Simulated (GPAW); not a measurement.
## A Pd chain with CO on top of one atom: relaxation, then transmission at several levels

Aim: the conductance of a Pd chain with CO on top of one atom after relaxation, and whether geometry, basis or functional moves it most.

Main program and level: GPAW 26.7.0; GPAW LCAO, PAW setups; relaxation of the junction within the symmetry of its start, lead ends held, in the first sound run; inputs show where later runs differ.

Most raw output is cut from this account.

### Step 1. Starting point

The cell holds 19 atoms: 17 Pd, 1 C and 1 O. Its edges and angles: a = 9.000 Å, b = 9.000 Å, c = 42.500 Å, α = 90.0°, β = 90.0°, γ = 90.0°. Regions: left lead, 8 atoms (8 Pd); channel, 3 atoms (1 Pd, 1 C and 1 O); right lead, 8 atoms (8 Pd). Vacuum lies along a and b. The structure is stacked along c, and the current runs across the ab planes.

### Step 2. Relaxing the atoms

Transmission follows bond lengths closely, so the atoms between the held lead ends are relaxed first, within whatever symmetry the start has.

The input, run.py:

```python
import json
from ase import Atoms
from ase.constraints import FixAtoms
from ase.optimize import BFGS
from gpaw import GPAW, FermiDirac

device = Atoms(
    ['Pd', 'Pd', 'Pd', 'Pd', 'Pd', 'Pd', 'Pd', 'Pd', 'Pd', 'C', 'O', 'Pd', 'Pd', 'Pd', 'Pd', 'Pd', 'Pd', 'Pd', 'Pd'],
    positions=[
        [4.50000, 4.50000, 1.25000],
        [4.50000, 4.50000, 3.75000],
        [4.50000, 4.50000, 6.25000],
        [4.50000, 4.50000, 8.75000],
        [4.50000, 4.50000, 11.25000],
        [4.50000, 4.50000, 13.75000],
        [4.50000, 4.50000, 16.25000],
        [4.50000, 4.50000, 18.75000],
        [4.50000, 4.50000, 21.25000],
        [6.25850, 4.50000, 21.25000],
        [7.41850, 4.50000, 21.25000],
        [4.50000, 4.50000, 23.75000],
        [4.50000, 4.50000, 26.25000],
        [4.50000, 4.50000, 28.75000],
        [4.50000, 4.50000, 31.25000],
        [4.50000, 4.50000, 33.75000],
        [4.50000, 4.50000, 36.25000],
        [4.50000, 4.50000, 38.75000],
        [4.50000, 4.50000, 41.25000]],
    cell=[[9.0, 0.0, 0.0], [0.0, 9.0, 0.0], [0.0, 0.0, 42.5]],
    pbc=True)

device.set_constraint(FixAtoms([0, 1, 2, 3, 4, 5, 6, 12, 13, 14, 15, 16, 17, 18]))
device.calc = GPAW(mode='lcao', basis='dzp', xc='PBE', h=0.18,
                   kpts={'size': (1, 1, 2), 'gamma': True},
                   symmetry={'tolerance': 1e-3, 'extra_ids': [1, 1, 1, 1, 1, 1, 1, 0, 0, 0, 0, 0, 1, 1, 1, 1, 1, 1, 1]},
                   occupations=FermiDirac(0.1), maxiter=250,
                   mixer=dict(beta=0.1, nmaxold=8, weight=100.0),
                   convergence=dict(density=0.0001), txt='relax.txt')
path = []
opt = BFGS(device, maxstep=0.15)
opt.attach(lambda: path.append((device.get_potential_energy(), device.positions.tolist(), device.get_forces().tolist())))
relaxed = bool(opt.run(fmax=0.05, steps=50))
json.dump(dict(relaxed=relaxed, path=path, positions=device.positions.tolist(), moments=device.get_magnetic_moments().tolist(),
               forces=device.get_forces(apply_constraint=False).tolist()), open('result.json', 'w'))
```

Command:

```bash
$ OMP_NUM_THREADS=1 OPENBLAS_NUM_THREADS=1 python run.py
```

Run time: 67 min. Hardware: 1 thread of Arm Neoverse V2, shared host; peak memory 2.4 GiB.

The steps of the relaxation (22 of 23):

```
step  energy less that of the first step (eV)  largest force (eV/Å)
   1                                   0.0000                2.2254
   2                                  -0.0844                0.9806
   3                                  -0.1197                0.3532
   4                                  -0.1258                0.4887
   5                                  -0.1286                0.7506
   6                                  -0.1337                0.3094
   7                                  -0.1419                0.4273
   8                                  -0.1540                0.6227
   9                                  -0.1662                1.8523
  10                                  -0.1984                1.4105
  11                                  -0.3609                0.6157
  13                                  -0.5846                0.4291
  14                                  -0.6412                0.2394
  15                                  -0.6557                0.0997
  16                                  -0.6585                0.1546
  17                                  -0.6624                0.1592
  18                                  -0.6688                0.4239
  19                                  -0.6682                0.0815
  20                                  -0.6679                0.0523
  21                                  -0.6618                0.0930
  22                                  -0.6664                0.0536
  23                                  -0.6679                0.0474
```

The atoms that moved most (Å):

```
atom      dx     dy      dz  length
 Pd8   0.824  0.000   0.152   0.838
Pd12   0.824  0.000  -0.152   0.838
 Pd9  -0.544  0.000   0.000   0.544
 C10  -0.419  0.000   0.000   0.419
 O11  -0.385  0.000   0.000   0.385
```

The relaxation lowered the energy of the cell by 0.668 eV (energies extrapolated to zero smearing; the optimiser's log prints free energies). The largest force left on a free atom is 0.047 eV/Å.

### Step 3. GPAW, dzp

The script solves lead and junction separately, takes H and S in the orbital basis, and joins semi-infinite leads through their self-energies; the dzp basis is the working standard.

This step: GPAW LCAO, PAW setups; Landauer transmission from Green's functions with principal layers (ASE), zero bias (GPAW 26.7.0).

The input, run.py:

```python
import json
import numpy as np
from ase import Atoms
from ase.transport.calculators import TransportCalculator
from gpaw import GPAW, FermiDirac
from gpaw.lcao.tools import get_lcao_hamiltonian
from scipy.linalg import eigh

# The junction with lead layers at both ends, along the third cell vector
device = Atoms(
    ['Pd', 'Pd', 'Pd', 'Pd', 'Pd', 'Pd', 'Pd', 'Pd', 'Pd', 'C', 'O', 'Pd', 'Pd', 'Pd', 'Pd', 'Pd', 'Pd', 'Pd', 'Pd'],
    positions=[
        [4.50000, 4.50000, 1.25000],
        [4.50000, 4.50000, 3.75000],
        [4.50000, 4.50000, 6.25000],
        [4.50000, 4.50000, 8.75000],
        [4.50000, 4.50000, 11.25000],
        [4.50000, 4.50000, 13.75000],
        [4.50000, 4.50000, 16.25000],
        [5.32385, 4.50000, 18.90159],
        [3.95561, 4.50000, 21.25000],
        [5.83993, 4.50000, 21.25000],
        [7.03353, 4.50000, 21.25000],
        [5.32385, 4.50000, 23.59841],
        [4.50000, 4.50000, 26.25000],
        [4.50000, 4.50000, 28.75000],
        [4.50000, 4.50000, 31.25000],
        [4.50000, 4.50000, 33.75000],
        [4.50000, 4.50000, 36.25000],
        [4.50000, 4.50000, 38.75000],
        [4.50000, 4.50000, 41.25000]],
    cell=[[9.0, 0.0, 0.0], [0.0, 9.0, 0.0], [0.0, 0.0, 42.5]],
    pbc=True)

# One principal layer of the lead: the first 5 atoms of the device
lead = Atoms(
    ['Pd', 'Pd', 'Pd', 'Pd', 'Pd'],
    positions=[
        [4.50000, 4.50000, 1.25000],
        [4.50000, 4.50000, 3.75000],
        [4.50000, 4.50000, 6.25000],
        [4.50000, 4.50000, 8.75000],
        [4.50000, 4.50000, 11.25000]],
    cell=[[9.0, 0.0, 0.0], [0.0, 9.0, 0.0], [0.0, 0.0, 12.5]],
    pbc=True)

settings = dict(mode='lcao', basis='dzp', xc='PBE', h=0.18,
                occupations=FermiDirac(0.1), maxiter=250,
                mixer=dict(beta=0.1, nmaxold=8, weight=100.0),
                convergence=dict(density=0.0001))
energies = np.arange(-2, 2 + 1e-9, 0.025)
eta = 0.0001
n1, n2 = 1, 1
# k and -k transmit alike, so half of the mesh across the current serves
mesh = [(i, j) for i in range(n1) for j in range(n2) if (i, j) <= (-i % n1, -j % n2)]
weights = np.array([1 if (i, j) == (-i % n1, -j % n2) else 2 for i, j in mesh]) / (n1 * n2)

# [... helper functions left out ...]
fermi_lead = ground_state(lead, (1, 1, 9), 'lead.txt')
fermi_device = ground_state(device, (1, 1, 2), 'device.txt')
# [... loop over the mesh left out, but for ...]
        # Shift the lead onto the potential of the device's first layer
        shift = ((H[:, 0, 0] - H0[:, 0, 0]) / S0[0, 0]).real.mean()
# [...]
kT = 8.617333e-5 * 300
bias = [0.1, 0.2, 0.5, 1.0, 1.5, 2.0]
# [... integrals and printing left out ...]
```

The job ended after 7.2 min (1 thread; peak memory 2.6 GiB).

Numbers from this step:

```yaml
conductance: 0.4355 G₀
largest_coupling_past_the_next_principal_layer: 1.07e-4 eV
largest_misfit_of_the_first_principal_layer: 0.06108 eV
shift_that_aligns_the_lead: 3.43e-4 eV
basis_functions_of_the_junction: 485
basis_functions_of_a_principal_layer: 135
transmission_at_the_fermi_level_one_spin: 0.4395
```

One spin. Transmission, zone mean against energy, zero at the Fermi level:

energy (eV), transmission, zone mean and a bar:
```
   -2.000       0.03 
   -1.900       0.03 
   -1.800       0.02 
   -1.700       0.04 
   -1.600       0.11 #
   -1.500       0.57 ########
   -1.450       1.00 ##############
   -1.400       0.65 #########
   -1.300       0.25 ###
   -1.200       0.19 ##
   -1.100       0.22 ###
   -1.000       0.34 #####
   -0.900       0.53 #######
   -0.800       0.69 ##########
   -0.700       1.07 ###############
   -0.625       2.12 ##############################
   -0.600       2.03 #############################
   -0.500       1.81 ##########################
   -0.400       0.62 #########
   -0.375       1.85 ##########################
   -0.300       0.40 #####
   -0.200       0.36 #####
   -0.100       0.41 #####
    0.000       0.44 ######
    0.100       0.43 ######
    0.200       0.44 ######
    0.300       0.50 #######
    0.400       0.57 ########
    0.500       0.65 #########
    0.600       0.72 ##########
    0.700       0.78 ###########
    0.800       0.83 ############
    0.900       0.88 ############
    1.000       0.91 #############
    1.100       0.93 #############
    1.200       0.95 #############
    1.300       0.96 #############
    1.350       0.96 #############
    1.400       0.96 #############
    1.500       0.95 #############
    1.600       0.91 #############
    1.700       0.81 ###########
    1.800       0.51 #######
    1.900       0.07 #
    2.000       0.05
```

Not self-consistent under bias; the bias window is split evenly. The current through one cell, from the zero-bias transmission by bias:

```
bias (V)  current through one cell, from the zero-bias transmission (μA)
   0.100                                                            3.36
   0.200                                                            6.66
   0.500                                                            16.2
   1.000                                                            41.1
   1.500                                                            81.4
   2.000                                                             109
```

Transmission of the three most open eigenchannels against energy, zero at the Fermi level:

```
energy (eV)  channel 1  channel 2  channel 3
     -2.000     0.0278    0.00602     3.0e-5
     -1.800     0.0184    0.00489     1.3e-4
     -1.600      0.109    0.00236     3.5e-4
     -1.400      0.643    0.00361     1.0e-3
     -1.200      0.175     0.0138    0.00327
     -1.000      0.221      0.110     0.0106
     -0.800      0.450      0.175     0.0541
     -0.600      0.884      0.827      0.306
     -0.400      0.546     0.0764     9.1e-4
     -0.200      0.214      0.129     0.0164
      0.000      0.372     0.0554    0.00967
      0.200      0.436     3.6e-6    1.1e-12
      0.400      0.572     3.7e-6          0
      0.600      0.718     3.8e-6          0
      0.800      0.833     3.9e-6          0
      1.000      0.909     4.0e-6          0
      1.200      0.950     4.1e-6          0
      1.400      0.959     4.2e-6          0
      1.600      0.915     4.4e-6          0
      1.800      0.509     4.5e-6          0
      2.000     0.0478     4.7e-6          0
```

Couplings past the next layer reach 1.1e-4 eV, small enough to drop; the matrix elements of the cell's first layer differ from the bulk lead's by up to 0.061 eV. That layer keeps its own values in the calculation, and only beyond it is the lead taken as perfect. The Fermi levels of lead and junction count from different zeros of potential, one for each periodic cell; with both set to zero, the small remaining shift is what aligns them. By hand: G = 0.4355 × 77.48 μS = 33.7 μS, a resistance of 29.6 kΩ; at 0.1 V a linear junction would pass 3.37 μA, and the integral over the bias window gives 3.36 μA.

### Step 4. GPAW, szp: basis = "szp(dzp)"

One radial function a shell plus polarisation makes the matrices smaller; the question is what that costs.

run.py: that of step 3 with these lines changed.

```diff
@@ -46,3 +46,3 @@
 
-settings = dict(mode='lcao', basis='dzp', xc='PBE', h=0.18,
+settings = dict(mode='lcao', basis='szp(dzp)', xc='PBE', h=0.18,
                 occupations=FermiDirac(0.1), maxiter=250,
```

Run time: 4.7 min. Hardware: 1 thread; peak memory 2.5 GiB.

This step gave:

```
conductance                                    : 0.1807 G₀
largest coupling past the next principal layer : 1.09e-4 eV
largest misfit of the first principal layer    : 0.04288 eV
shift that aligns the lead                     : 9.34e-4 eV
basis functions of the junction                : 273
basis functions of a principal layer           : 75
transmission at the Fermi level (one spin)     : 0.1883
```

One spin. Transmission, zone mean against energy, zero at the Fermi level:

```
energy (eV)  transmission, zone mean
     -2.000                   0.0121
     -1.900                   0.0252
     -1.800                   0.0752
     -1.700                    0.385
     -1.625                    0.993
     -1.600                    0.856
     -1.500                    0.327
     -1.400                    0.218
     -1.300                    0.206
     -1.200                    0.231
     -1.100                    0.305
     -1.000                    0.432
     -0.900                    0.512
     -0.800                    0.669
     -0.700                     1.91
     -0.675                     2.15
     -0.625                     2.17
     -0.600                    0.337
     -0.575                     1.08
     -0.500                    0.561
     -0.475                     1.69
     -0.400                    0.145
     -0.300                   0.0262
     -0.200                    0.120
     -0.100                    0.164
      0.000                    0.188
      0.100                    0.166
      0.200                    0.220
      0.300                    0.283
      0.400                    0.360
      0.500                    0.453
      0.600                    0.559
      0.700                    0.671
      0.800                    0.777
      0.900                    0.867
      1.000                    0.933
      1.100                    0.974
      1.200                    0.993
      1.300                    0.998
      1.400                    0.994
      1.500                    0.988
      1.600                    0.984
      1.700                    0.986
      1.800                    0.993
      1.900                    0.997
      2.000                    0.942
```

Not self-consistent under bias; the bias window is split evenly. Current through one cell, from the zero-bias transmission against bias:

```
bias (V)  current through one cell, from the zero-bias transmission (μA)
   0.100                                                            1.39
   0.200                                                            2.72
   0.500                                                            6.60
   1.000                                                            19.7
   1.500                                                            53.8
   2.000                                                            82.0
```

The transmission of the three most open eigenchannels by energy, zero at the Fermi level:

```
energy (eV)  channel 1  channel 2  channel 3
     -2.000     0.0104    0.00172     2.7e-6
     -1.900     0.0244     7.9e-4     1.6e-5
     -1.800     0.0746     5.7e-4     3.9e-5
     -1.700      0.384     5.4e-4     7.4e-5
     -1.600      0.855     6.6e-4     1.2e-4
     -1.500      0.326    0.00102     1.9e-4
     -1.400      0.216    0.00201     2.9e-4
     -1.300      0.200    0.00514     3.7e-4
     -1.200      0.213     0.0177     2.5e-4
     -1.100      0.234     0.0653    0.00438
     -1.000      0.270      0.122     0.0342
     -0.900      0.316      0.120     0.0527
     -0.800      0.402      0.140     0.0800
     -0.700      0.940      0.732      0.190
     -0.600      0.201      0.136     3.6e-4
     -0.500      0.485     0.0731    0.00221
     -0.400      0.123     0.0193    0.00265
     -0.300     0.0165    0.00971     3.4e-5
     -0.200     0.0547     0.0464     0.0105
     -0.100     0.0986     0.0497    0.00784
      0.000      0.159     0.0230    0.00348
      0.100      0.166     2.3e-7    2.5e-11
      0.200      0.220     2.3e-7          0
      0.300      0.283     2.3e-7          0
      0.400      0.360     2.4e-7          0
      0.500      0.453     2.4e-7          0
      0.600      0.559     2.4e-7          0
      0.700      0.671     2.4e-7          0
      0.800      0.777     2.5e-7          0
      0.900      0.867     2.5e-7          0
      1.000      0.933     2.5e-7          0
      1.100      0.974     2.5e-7          0
      1.200      0.993     2.6e-7          0
      1.300      0.998     2.6e-7          0
      1.400      0.994     2.6e-7          0
      1.500      0.988     2.6e-7          0
      1.600      0.984     2.6e-7          0
      1.700      0.986     2.7e-7          0
      1.800      0.993     2.7e-7          0
      1.900      0.997     2.7e-7          0
      2.000      0.942     2.7e-7          0
```

The conductance, 0.181 G₀, lies 59 % below that of the dzp run.

### Step 5. Minimal basis

The minimal basis is the cheapest rung: no second zeta and no polarisation.

run.py: that of step 4 with these lines changed.

```diff
@@ -46,3 +46,3 @@
 
-settings = dict(mode='lcao', basis='szp(dzp)', xc='PBE', h=0.18,
+settings = dict(mode='lcao', basis='sz(dzp)', xc='PBE', h=0.18,
                 occupations=FermiDirac(0.1), maxiter=250,
```

It took 3.3 min on 1 thread; peak memory 2.4 GiB.

This step gave:

```yaml
conductance: 0.2213 G₀
largest_coupling_past_the_next_principal_layer: 1.08e-4 eV
largest_misfit_of_the_first_principal_layer: 0.04450 eV
shift_that_aligns_the_lead: -0.001050 eV
basis_functions_of_the_junction: 212
basis_functions_of_a_principal_layer: 60
transmission_at_the_fermi_level_one_spin: 0.2279
```

The conductance, 0.221 G₀, lies 49 % below that of the dzp run.

### Step 6. LDA in the dzp basis: xc = "LDA"

Back in the dzp basis, the functional changes from PBE to LDA, to set the spread between functionals beside that between bases.

run.py: that of step 5 with these lines changed.

```diff
@@ -46,3 +46,3 @@
 
-settings = dict(mode='lcao', basis='sz(dzp)', xc='PBE', h=0.18,
+settings = dict(mode='lcao', basis='dzp', xc='LDA', h=0.18,
                 occupations=FermiDirac(0.1), maxiter=250,
```

Elapsed: 7 min, on 1 thread; peak memory 2.6 GiB.

Numbers from this step:

```
conductance                                    : 0.4842 G₀
largest coupling past the next principal layer : 1.19e-4 eV
largest misfit of the first principal layer    : 0.06084 eV
shift that aligns the lead                     : 8.84e-5 eV
basis functions of the junction                : 485
basis functions of a principal layer           : 135
transmission at the Fermi level (one spin)     : 0.4886
```

The conductance, 0.484 G₀, lies 11 % above that of the dzp run.

### Step 7. The structure as built: geometry = "as built"

The dzp basis with PBE on the structure as first built shows what the relaxation was worth.

run.py: that of step 6 with these lines changed.

```diff
@@ -19,7 +19,7 @@
         [4.50000, 4.50000, 16.25000],
-        [5.32385, 4.50000, 18.90159],
-        [3.95561, 4.50000, 21.25000],
-        [5.83993, 4.50000, 21.25000],
-        [7.03353, 4.50000, 21.25000],
-        [5.32385, 4.50000, 23.59841],
+        [4.50000, 4.50000, 18.75000],
+        [4.50000, 4.50000, 21.25000],
+        [6.25850, 4.50000, 21.25000],
+        [7.41850, 4.50000, 21.25000],
+        [4.50000, 4.50000, 23.75000],
         [4.50000, 4.50000, 26.25000],
@@ -46,3 +46,3 @@
 
-settings = dict(mode='lcao', basis='dzp', xc='LDA', h=0.18,
+settings = dict(mode='lcao', basis='dzp', xc='PBE', h=0.18,
                 occupations=FermiDirac(0.1), maxiter=250,
```

Wall time 7.4 min (1 thread); peak memory 2.6 GiB.

This step gave:

| Item | Value |
| --- | --- |
| conductance | 2.129 G₀ |
| largest coupling past the next principal layer | 1.07e-4 eV |
| largest misfit of the first principal layer | 0.04197 eV |
| shift that aligns the lead | 8.41e-4 eV |
| transmission at the Fermi level (one spin) | 2.190 |

The conductance, 2.13 G₀, lies 389 % above that of the dzp run.

### Step 8. Cost and result by level

Times are for 1 thread of Arm Neoverse V2, shared host. Results by setting:

```
no.      run  conductance (G₀)     time  memory (GiB)
  1      dzp            0.4355  7.2 min           2.6
  2      szp            0.1807  4.7 min           2.5
  3       sz            0.2213  3.3 min           2.4
  4  dzp LDA            0.4842    7 min           2.6
  5  asbuilt             2.129  7.4 min           2.6
```

[end of part 1 of 2]

[Logs are printed without paths, hosts, clocks, repeated set-up lines and the standing remarks that a program may print on its own settings, such as how far it seeks lower states.]

[Hosts, paths, dates, database ids (printed as entryN), source tags and the programs' standing remarks are cut or masked in the printed files.]
